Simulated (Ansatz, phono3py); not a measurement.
# Scattering channels in GaN (P6_3mc), one at a time, part 3 of 5

Wanted: the sensitivity of κ of GaN to the choices of the transport step.

Measurements to reproduce:
- thermal conductivity 210 W/m/K near room temperature (given in “Combining the AFLOW GIBBS and Elastic Libraries to efficiently and robustly screen thermo-mechanical properties of solids”, 2017, arXiv:1611.05714)

Ansatz 0.2.0 and phono3py 4.10.0; DFT LDA, scalar-relativistic, plane waves, PAW (the session's first sound run).

So far, κ at 300 K (W/m/K): step 3 (relaxation-time solution) 242; step 8 (q-mesh of the transport sums 11×11×7) 228; step 9 (q-mesh of the transport sums 15×15×9) 237; step 10 (q-mesh of the transport sums 21×21×11) 243; step 11 (q-mesh of the transport sums 27×27×15) 246.

The database entry behind the starting cell differs from later determinations by our own check (about 0.3 % short, ideal inner coordinate), so it need not match the best structure at ambient conditions.

## 13. Boundary scattering, third order supercell 3×3×2, supercell 3×3×2

A boundary term v/L is added to each rate, a simple model of grains or a thin sample.

This step: DFT LDA, scalar-relativistic, plane waves, PAW; phono3py on Ansatz's force constants (phono3py 4.10.0).

phono3py.yaml

```yaml
phono3py:
  version: "4.10.0"
  frequency_unit_conversion_factor: 15.633302
  symmetry_tolerance: 1.00000e-05

physical_unit:
  atomic_mass: "AMU"
  length: "angstrom"

space_group:
  type: "P6_3mc"
  number: 186
  Hall_symbol: "P 6c -2c"

primitive_matrix:
- [  1.000000000000000,  0.000000000000000,  0.000000000000000 ]
- [  0.000000000000000,  1.000000000000000,  0.000000000000000 ]
- [  0.000000000000000,  0.000000000000000,  1.000000000000000 ]

supercell_matrix:
- [   3,   0,   0 ]
- [   0,   3,   0 ]
- [   0,   0,   2 ]

# [primitive_cell block left out]
unit_cell:
  lattice:
  - [     3.151808454788812,     0.000000000000000,     0.000000000000000 ] # a
  - [    -1.575904227394406,     2.729546189709689,     0.000000000000000 ] # b
  - [     0.000000000000000,     0.000000000000000,     5.138414698700000 ] # c
  points:
  - symbol: Ga # 1
    coordinates: [  0.333333333333333,  0.666666666666667, -0.000703387100000 ]
    mass: 69.723000
    reduced_to: 1
  - symbol: Ga # 2
    coordinates: [  0.666666666666667,  0.333333333333333,  0.499296612900000 ]
    mass: 69.723000
    reduced_to: 2
  - symbol: N # 3
    coordinates: [  0.333333333333333,  0.666666666666667,  0.375703387100000 ]
    mass: 14.007000
    reduced_to: 3
  - symbol: N # 4
    coordinates: [  0.666666666666667,  0.333333333333333,  0.875703387100000 ]
    mass: 14.007000
    reduced_to: 4

# [supercell block left out]
phonon_supercell_matrix:
- [   3,   0,   0 ]
- [   0,   3,   0 ]
- [   0,   0,   2 ]

# [phonon_primitive_cell block left out]
# [phonon_supercell block left out]
nac:
  born_effective_charge:
  - # 1 (Ga)
    - [  2.587536988419629,  0.000000000000000,  0.000000000000000 ]
    - [  0.000000000000000,  2.587536988419629,  0.000000000000000 ]
    - [  0.000000000000000,  0.000000000000000,  2.723649571673839 ]
  - # 2 (Ga)
    - [  2.587536988419629,  0.000000000000000,  0.000000000000000 ]
    - [  0.000000000000000,  2.587536988419629,  0.000000000000000 ]
    - [  0.000000000000000,  0.000000000000000,  2.723649571673839 ]
  - # 3 (N)
    - [ -2.587536988419629,  0.000000000000000,  0.000000000000000 ]
    - [  0.000000000000000, -2.587536988419629,  0.000000000000000 ]
    - [  0.000000000000000,  0.000000000000000, -2.723649571673839 ]
  - # 4 (N)
    - [ -2.587536988419630,  0.000000000000000,  0.000000000000000 ]
    - [  0.000000000000000, -2.587536988419629,  0.000000000000000 ]
    - [  0.000000000000000,  0.000000000000000, -2.723649571673839 ]
  dielectric_constant:
    - [  5.628436089380903,  0.000000000000000,  0.000000000000000 ]
    - [  0.000000000000000,  5.628436089380902,  0.000000000000000 ]
    - [  0.000000000000000,  0.000000000000000,  5.800942814735906 ]
  unit_conversion_factor: 14.399645
```

Started as:

```console
> phono3py phono3py.yaml --mesh 19 19 9 --br --isotope --boundary-mfp 0.1 --ts 100 150 200 300 400 500 600 800
```

The log of the run:

```text
[banner, memory and clock lines left out]
Rust backend (phonors) using rayon (8 threads).
Running in phono3py.load mode.
Spglib version 2.8.0
----------------------------- General settings -----------------------------
Run mode: conductivity-RTA
HDF5 data compression filter: gzip
Crystal structure was read from "phono3py.yaml".
Supercell (dim): [3 3 2]
Phonon supercell (dim-fc2): [3 3 2]
Primitive matrix:
  [1. 0. 0.]
  [0. 1. 0.]
  [0. 0. 1.]
Spacegroup: P6_3mc (186)
Use -v option to watch primitive cell, unit cell, and supercell structures.
NAC parameters were read from "phono3py.yaml".
fc3 was read from "fc3.hdf5".
fc2 was read from "fc2.hdf5".
----------------------------- Force constants ------------------------------
Max drift of fc3: 0.00050000 (xxy) 0.00050000 (xxy) 0.00050000 (xyx)
Max drift of fc2: 0.00040000 (yy) 0.00040000 (yy)
--------------------------- Calculation settings ---------------------------
Non-analytical term correction (NAC): True
NAC unit conversion factor:  14.39964
BZ integration: Tetrahedron-method
Temperature:  100.0  150.0  200.0  300.0  400.0 ... 800.0
Cutoff frequency: 0.01
Mesh sampling: [ 19 19 9 ]
Generating grid system ... [ 19 19 9 ]
fc3-r2q-transformation over three atoms: True
========================== Warning ==========================
 Phonon frequency of band index 2 at Gamma is calculated to be 0.029591.
 But this frequency is forced to be zero.
========================== Warning ==========================
 Phonon frequency of band index 3 at Gamma is calculated to be 0.034169.
 But this frequency is forced to be zero.
--------------------------- Phonon calculations ----------------------------
  PRB 50, 13035(R) (1994), PRB 55, 10355 (1997)
  G-cutoff distance: 1.17, Number of G-points: 313, Lambda: 0.29
Running harmonic phonon calculations...
-------------------- Lattice thermal conductivity (RTA) --------------------
Running heat capacity calculations...
Running velocity calculations...
Running isotope scattering calculations with tetrahedron method...
======================= Grid point 0 (1/200) =======================
q-point: ( 0.00  0.00  0.00)
Boundary mean free path (micrometer): 0.10000
Mass variance parameters: 1.97e-04 1.97e-04 1.84e-05 1.84e-05
Number of triplets: 200
Frequency     group velocity (x, y, z)     |gv|
  -0.000   (   0.000    0.000    0.000)    0.000
   0.030   (   0.000    0.000    0.000)    0.000
   0.034   (   0.000   -0.000   -0.000)    0.000
   4.192   (   0.000    0.000    0.000)    0.000
   4.192   (   0.000    0.000    0.000)    0.000
  10.070   (  -0.000    0.000   -0.000)    0.000
  16.145   (  -0.000   -0.000    0.000)    0.000
  16.809   (   0.000   -0.000   -0.000)    0.000
  16.809   (   0.000    0.000    0.000)    0.000
  17.084   (   0.000   -0.000    0.000)    0.000
  17.084   (   0.000    0.000    0.000)    0.000
  20.931   (   0.000   -0.000   -0.000)    0.000
======================= Grid point 1 (2/200) =======================
q-point: ( 0.05  0.00  0.00)
Boundary mean free path (micrometer): 0.10000
Mass variance parameters: 1.97e-04 1.97e-04 1.84e-05 1.84e-05
Number of triplets: 500
Frequency     group velocity (x, y, z)     |gv|
   0.665   (  38.651   22.315    0.000)   44.631
   0.722   (  32.084   18.524    0.000)   37.048
   1.455   (  60.993   35.214    0.000)   70.429
   4.227   (   3.201    1.848    0.000)    3.696
[...]
[197 grid points left out]
======================= Grid point 1639 (200/200) =======================
q-point: ( 0.32  0.32  0.44)
Boundary mean free path (micrometer): 0.10000
Mass variance parameters: 1.97e-04 1.97e-04 1.84e-05 1.84e-05
Number of triplets: 860
Frequency     group velocity (x, y, z)     |gv|
[...]
9.613   (  -0.091   -0.157    5.561)    5.564
   9.639   (  -1.303   -2.256    3.186)    4.116
  17.553   (   0.057    0.100   -2.345)    2.348
  17.591   (  -1.669   -2.890   -5.872)    6.754
  19.795   (   7.893   13.671    3.750)   16.225
  19.835   (   6.337   10.977   -0.115)   12.675
  20.177   (  -6.695  -11.597    6.692)   14.970
  20.334   (  -4.511   -7.814   -7.459)   11.706
=================== End of collection of collisions ===================
----------- Thermal conductivity (W/m-k) with tetrahedron method -----------
#  T(K)        xx         yy         zz         yz         xz         xy
  100.0      53.328     53.328     56.334     -0.000      0.000     -0.000
  150.0      65.065     65.065     68.833     -0.000      0.000     -0.000
  200.0      67.712     67.712     71.166     -0.000      0.000     -0.000
  300.0      65.411     65.411     67.875     -0.000      0.000     -0.000
  400.0      60.976     60.976     62.777     -0.000      0.000     -0.000
  500.0      56.637     56.637     58.029     -0.000      0.000     -0.000
  600.0      52.787     52.787     53.908     -0.000      0.000     -0.000
  800.0      46.522     46.522     47.304     -0.000      0.000     -0.000

Thermal conductivity related properties were written into
"kappa-m19199.hdf5".
Summary of calculation was written in "phono3py.yaml".
```

Run time: 43 s. Hardware: 8 threads of Arm Neoverse V1, shared host; peak memory 0.1 GiB.

This step gave:

```yaml
kappa_at_300_k: 66.23 W/m/K
kappa_xx_yy_zz_at_300_k: 65.41, 65.41, 67.87 W/m/K
```

W/m/K. Kappa, by row:

```
T (K)     xx     yy     zz  yz  xz  xy
  100  53.33  53.33  56.33   0   0   0
  150  65.06  65.06  68.83   0   0   0
  200  67.71  67.71  71.17   0   0   0
  300  65.41  65.41  67.87   0   0   0
  400  60.98  60.98  62.78   0   0   0
  500  56.64  56.64  58.03   0   0   0
  600  52.79  52.79  53.91   0   0   0
  800  46.52  46.52   47.3   0   0   0
```

κ at 300 K goes from 242 in the base run to 66.2 W/(m K).

## 14. Boundary scattering, third order supercell 3×3×2, supercell 3×3×2 (run 2)

A boundary term v/L is added to each rate, a simple model of grains or a thin sample.

phono3py.yaml is that of step 13.

Started as:

```console
> phono3py phono3py.yaml --mesh 19 19 9 --br --isotope --boundary-mfp 1 --ts 100 150 200 300 400 500 600 800
```

The log of the run:

```text
[banner, memory and clock lines left out]
Rust backend (phonors) using rayon (8 threads).
Running in phono3py.load mode.
Spglib version 2.8.0
----------------------------- General settings -----------------------------
Run mode: conductivity-RTA
HDF5 data compression filter: gzip
Crystal structure was read from "phono3py.yaml".
Supercell (dim): [3 3 2]
Phonon supercell (dim-fc2): [3 3 2]
Primitive matrix:
  [1. 0. 0.]
  [0. 1. 0.]
  [0. 0. 1.]
Spacegroup: P6_3mc (186)
Use -v option to watch primitive cell, unit cell, and supercell structures.
[...]
----------- Thermal conductivity (W/m-k) with tetrahedron method -----------
#  T(K)        xx         yy         zz         yz         xz         xy
  100.0     215.311    215.311    220.726      0.000      0.000     -0.000
  150.0     215.089    215.089    221.449     -0.000      0.000     -0.000
  200.0     196.312    196.312    201.684     -0.000      0.000     -0.000
[...]
600.0     105.092    105.092    105.428     -0.000      0.000     -0.000
  800.0      86.256     86.256     86.076     -0.000      0.000     -0.000

Thermal conductivity related properties were written into
"kappa-m19199.hdf5".
Summary of calculation was written in "phono3py.yaml".
```

It took 45 s on 8 threads; peak memory 0.1 GiB; 5.8 min of CPU time.

Numbers from this step:

| Property | Result |
| --- | --- |
| κ at 300 K | 162 W/m/K |
| κ xx, yy, zz at 300 K | 161, 161, 164 W/m/K |

W/m/K. Kappa, by row:

| T (K) | xx | yy | zz | yz | xz | xy |
| --- | --- | --- | --- | --- | --- | --- |
| 100 | 215.3 | 215.3 | 220.7 | 0 | 0 | 0 |
| 150 | 215.1 | 215.1 | 221.4 | 0 | 0 | 0 |
| 200 | 196.3 | 196.3 | 201.7 | 0 | 0 | 0 |
| 300 | 161 | 161 | 164 | 0 | 0 | 0 |
| 400 | 136.2 | 136.2 | 137.8 | 0 | 0 | 0 |
| 500 | 118.4 | 118.4 | 119.2 | 0 | 0 | 0 |
| 600 | 105.1 | 105.1 | 105.4 | 0 | 0 | 0 |
| 800 | 86.26 | 86.26 | 86.08 | 0 | 0 | 0 |

κ at 300 K goes from 242 in the base run to 162 W/(m K).

## 15. Adding coherences, third order supercell 3×3×2, supercell 3×3×2

Close branches can carry heat by tunnelling between them, which the particle picture leaves out.

phono3py.yaml is that of step 14.

Started as:

```console
> phono3py phono3py.yaml --mesh 19 19 9 --br --isotope --tt smm19 --ts 100 150 200 300 400 500 600 800
```

The log of the run:

```text
[banner, memory and clock lines left out]
Rust backend (phonors) using rayon (8 threads).
Running in phono3py.load mode.
Spglib version 2.8.0
----------------------------- General settings -----------------------------
Run mode: conductivity-RTA
HDF5 data compression filter: gzip
Crystal structure was read from "phono3py.yaml".
Supercell (dim): [3 3 2]
Phonon supercell (dim-fc2): [3 3 2]
Primitive matrix:
  [1. 0. 0.]
  [0. 1. 0.]
  [0. 0. 1.]
Spacegroup: P6_3mc (186)
Use -v option to watch primitive cell, unit cell, and supercell structures.
NAC parameters were read from "phono3py.yaml".
fc3 was read from "fc3.hdf5".
fc2 was read from "fc2.hdf5".
----------------------------- Force constants ------------------------------
Max drift of fc3: 0.00050000 (xxy) 0.00050000 (xxy) 0.00050000 (xyx)
Max drift of fc2: 0.00040000 (yy) 0.00040000 (yy)
--------------------------- Calculation settings ---------------------------
Non-analytical term correction (NAC): True
NAC unit conversion factor:  14.39964
BZ integration: Tetrahedron-method
Temperature:  100.0  150.0  200.0  300.0  400.0 ... 800.0
Cutoff frequency: 0.01
Mesh sampling: [ 19 19 9 ]
Generating grid system ... [ 19 19 9 ]
fc3-r2q-transformation over three atoms: True
Optional transport type: SMM19
========================== Warning ==========================
 Phonon frequency of band index 2 at Gamma is calculated to be 0.029591.
 But this frequency is forced to be zero.
========================== Warning ==========================
 Phonon frequency of band index 3 at Gamma is calculated to be 0.034169.
 But this frequency is forced to be zero.
--------------------------- Phonon calculations ----------------------------
  PRB 50, 13035(R) (1994), PRB 55, 10355 (1997)
  G-cutoff distance: 1.17, Number of G-points: 313, Lambda: 0.29
Running harmonic phonon calculations...
-------------------- Lattice thermal conductivity (RTA) --------------------
Running heat capacity calculations...
Running velocity calculations...
Running isotope scattering calculations with tetrahedron method...
======================= Grid point 0 (1/200) =======================
q-point: ( 0.00  0.00  0.00)
Boundary mean free path (millimeter): 1000.000
Mass variance parameters: 1.97e-04 1.97e-04 1.84e-05 1.84e-05
Number of triplets: 200
Frequency     group velocity (x, y, z)     |gv|
  -0.000   (   0.000    0.000    0.000)    0.000
   0.030   (   0.000   -0.000   -0.000)    0.000
   0.034   (   0.000   -0.000    0.000)    0.000
   4.192   (   0.000   -0.000    0.000)    0.000
   4.192   (   0.000   -0.000    0.000)    0.000
  10.070   (  -0.000    0.000   -0.000)    0.000
  16.145   (  -0.000    0.000   -0.000)    0.000
  16.809   (   0.000   -0.000   -0.000)    0.000
  16.809   (   0.000   -0.000    0.000)    0.000
  17.084   (   0.000   -0.000   -0.000)    0.000
  17.084   (   0.000   -0.000   -0.000)    0.000
  20.931   (  -0.000    0.000   -0.000)    0.000
======================= Grid point 1 (2/200) =======================
q-point: ( 0.05  0.00  0.00)
Boundary mean free path (millimeter): 1000.000
Mass variance parameters: 1.97e-04 1.97e-04 1.84e-05 1.84e-05
Number of triplets: 500
Frequency     group velocity (x, y, z)     |gv|
   0.665   (  38.651   22.315    0.000)   44.631
   0.722   (  32.084   18.524    0.000)   37.048
   1.455   (  60.993   35.214    0.000)   70.429
   4.227   (   3.201    1.848    0.000)    3.696
[...]
[197 grid points left out]
======================= Grid point 1639 (200/200) =======================
q-point: ( 0.32  0.32  0.44)
Boundary mean free path (millimeter): 1000.000
Mass variance parameters: 1.97e-04 1.97e-04 1.84e-05 1.84e-05
Number of triplets: 860
Frequency     group velocity (x, y, z)     |gv|
[...]
9.613   (  -0.091   -0.157    5.561)    5.564
   9.639   (  -1.303   -2.256    3.186)    4.116
  17.553   (   0.057    0.100   -2.345)    2.348
  17.591   (  -1.669   -2.890   -5.872)    6.754
  19.795   (   7.893   13.671    3.750)   16.225
  19.835   (   6.337   10.977   -0.115)   12.675
  20.177   (  -6.695  -11.597    6.692)   14.970
  20.334   (  -4.511   -7.814   -7.459)   11.706
=================== End of collection of collisions ===================
----------- Thermal conductivity (W/m-k) with tetrahedron method -----------
#          T(K)        xx         yy         zz         yz         xz         xy
K_intra   100.0     798.906    798.906    878.444     -0.000     -0.000     -0.000
K_intra   150.0     504.807    504.807    532.021     -0.000     -0.000     -0.000
K_intra   200.0     366.670    366.670    375.935     -0.000     -0.000     -0.000
K_intra   300.0     242.186    242.186    243.092     -0.000     -0.000     -0.000
K_intra   400.0     186.023    186.023    185.199     -0.000     -0.000     -0.000
K_intra   500.0     153.321    153.321    151.954     -0.000     -0.000     -0.000
K_intra   600.0     131.408    131.408    129.851     -0.000     -0.000     -0.000
K_intra   800.0     103.228    103.228    101.609     -0.000     -0.000     -0.000

K_inter   100.0       0.011      0.011      0.008     -0.000      0.000      0.000
K_inter   150.0       0.019      0.019      0.013     -0.000      0.000      0.000
K_inter   200.0       0.028      0.028      0.019     -0.000      0.000     -0.000
K_inter   300.0       0.044      0.044      0.032     -0.000      0.000     -0.000
K_inter   400.0       0.058      0.058      0.045     -0.000      0.000     -0.000
K_inter   500.0       0.069      0.069      0.058     -0.000      0.000     -0.000
K_inter   600.0       0.079      0.079      0.069     -0.000      0.000     -0.000
K_inter   800.0       0.096      0.096      0.091     -0.000      0.000     -0.000

K_TOT     100.0     798.917    798.917    878.452     -0.000     -0.000     -0.000
K_TOT     150.0     504.827    504.827    532.034     -0.000     -0.000     -0.000
K_TOT     200.0     366.698    366.698    375.954     -0.000     -0.000     -0.000
K_TOT     300.0     242.230    242.230    243.124     -0.000     -0.000     -0.000
K_TOT     400.0     186.081    186.081    185.244     -0.000     -0.000     -0.000
K_TOT     500.0     153.390    153.390    152.012     -0.000     -0.000     -0.000
K_TOT     600.0     131.488    131.488    129.920     -0.000     -0.000     -0.000
K_TOT     800.0     103.324    103.324    101.701     -0.000     -0.000     -0.000

Thermal conductivity related properties were written into
"kappa-m19199.hdf5".
Summary of calculation was written in "phono3py.yaml".
```

The job ended after 48 s (8 threads; peak memory 0.11 GiB).

Numbers from this step:

```yaml
kappa_at_300_k: 242.5 W/m/K
kappa_xx_yy_zz_at_300_k: 242.2, 242.2, 243.1 W/m/K
```

W/m/K. Kappa, by row:

```csv
T (K),xx,yy,zz,yz,xz,xy,intra mean,inter mean
100,798.9,798.9,878.5,0,0,0,825.4,0.009908
150,504.8,504.8,532,0,0,0,513.9,0.01719
200,366.7,366.7,376,0,0,0,369.8,0.02496
300,242.2,242.2,243.1,0,0,0,242.5,0.04013
400,186.1,186.1,185.2,0,0,0,185.7,0.0536
500,153.4,153.4,152,0,0,0,152.9,0.06547
600,131.5,131.5,129.9,0,0,0,130.9,0.07612
800,103.3,103.3,101.7,0,0,0,102.7,0.09482
```

κ at 300 K goes from 242 in the base run to 242 W/(m K).

(Continued in part 4 of 5.)

[Logs are printed without paths, hosts, clocks, repeated set-up lines and the standing remarks that a program may print on its own settings, such as how far it seeks lower states.]

[Hosts, paths, dates, database ids (printed as entryN), source tags and the programs' standing remarks are cut or masked in the printed files.]

[A step with changed settings may run another functional than the one named; its input shows which.]

[Pressures of single members of a volume series are the stress at the run's cutoff; with an incomplete basis they can lie off −dE/dV of the same runs, and they are not shown converged.]
